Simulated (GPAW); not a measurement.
# AlN (F-43m): refractive index against wavelength

The refractive index of AlN (F-43m) below the direct gap (4.15 eV on the mesh) is read from one computed spectrum, n = √(Re ε).

The structure is cubic, space group F-43m (No. 216). Conventional cell: a = 4.368 Å, b = 4.368 Å, c = 4.368 Å, α = 90.00°, β = 90.00°, γ = 90.00°. Al on site a has 4 N at 1.89 Å as nearest neighbours. Around N on site d lie 4 Al at 1.89 Å.

Method: GPAW 26.7.0, PBE, RPA, k-mesh 16×16×16, local fields up to 70 eV, Lorentzian half width 0.12 eV.

Launch of the response step: `OMP_NUM_THREADS=1 python df.py`. The run took 34 s, its band step included, on 1 thread of Arm Neoverse V2, on a shared host.

| wavelength (nm) | photon energy E (eV) | n |
| --- | --- | --- |
| 1310 | 0.946 | 2.0995 |
| 1064 | 1.165 | 2.1053 |
| 850 | 1.459 | 2.1153 |
| 700 | 1.771 | 2.1288 |
| 633 | 1.959 | 2.1385 |
| 532 | 2.331 | 2.1618 |
| 450 | 2.755 | ? |

In the single-oscillator model n² − 1 = E₀E_d/(E₀² − E²), so 1/(n² − 1) = E₀/E_d − E²/(E₀E_d) is linear in E².

Working, on the rows shown:

| x = E² (eV²) | y = 1/(n² − 1) |
| --- | --- |
| 0.895757 | 0.293436 |
| 1.35784 | 0.291351 |
| 2.12762 | 0.287812 |
| 3.13716 | 0.283143 |
| 3.83641 | 0.279863 |
| 5.43137 | 0.272229 |

Means: x̄ = 2.7977, ȳ = 0.28464. Σ(x − x̄)(y − ȳ) = -0.06667, Σ(x − x̄)² = 14.27. Slope = -0.06667 / 14.27 = -0.004672; intercept = ȳ − slope · x̄ = 0.29771. Turned back into n, the line misses the rows shown by at most 0.00033.

Task: Predict the last column of the withheld row from the fit.

Result: At x = 7.5912 the line gives y = 0.26224, that is 2.1939. The run gave 2.1964, so the extrapolation is off by 0.0025, 3 % of the range in the table.

Refitted with all rows, the slope is -0.004763 and the intercept 0.29792. These give E₀ = √(intercept/−slope) = 7.91 eV and E_d = E₀/intercept = 26.5 eV; E₀ is 1.9 times the direct gap. The electronic limit at long wavelengths, without lattice vibrations, is n = √(1 + 1/intercept) = 2.087. Excitons are left out; PBE gaps are as a rule too small. The values come from a sum over the points of one k-mesh and carry its error, which grows as the direct gap shrinks. The local-field cutoff holds few shells of reciprocal vectors for this small cell, so ε∞ can read a few per cent high.
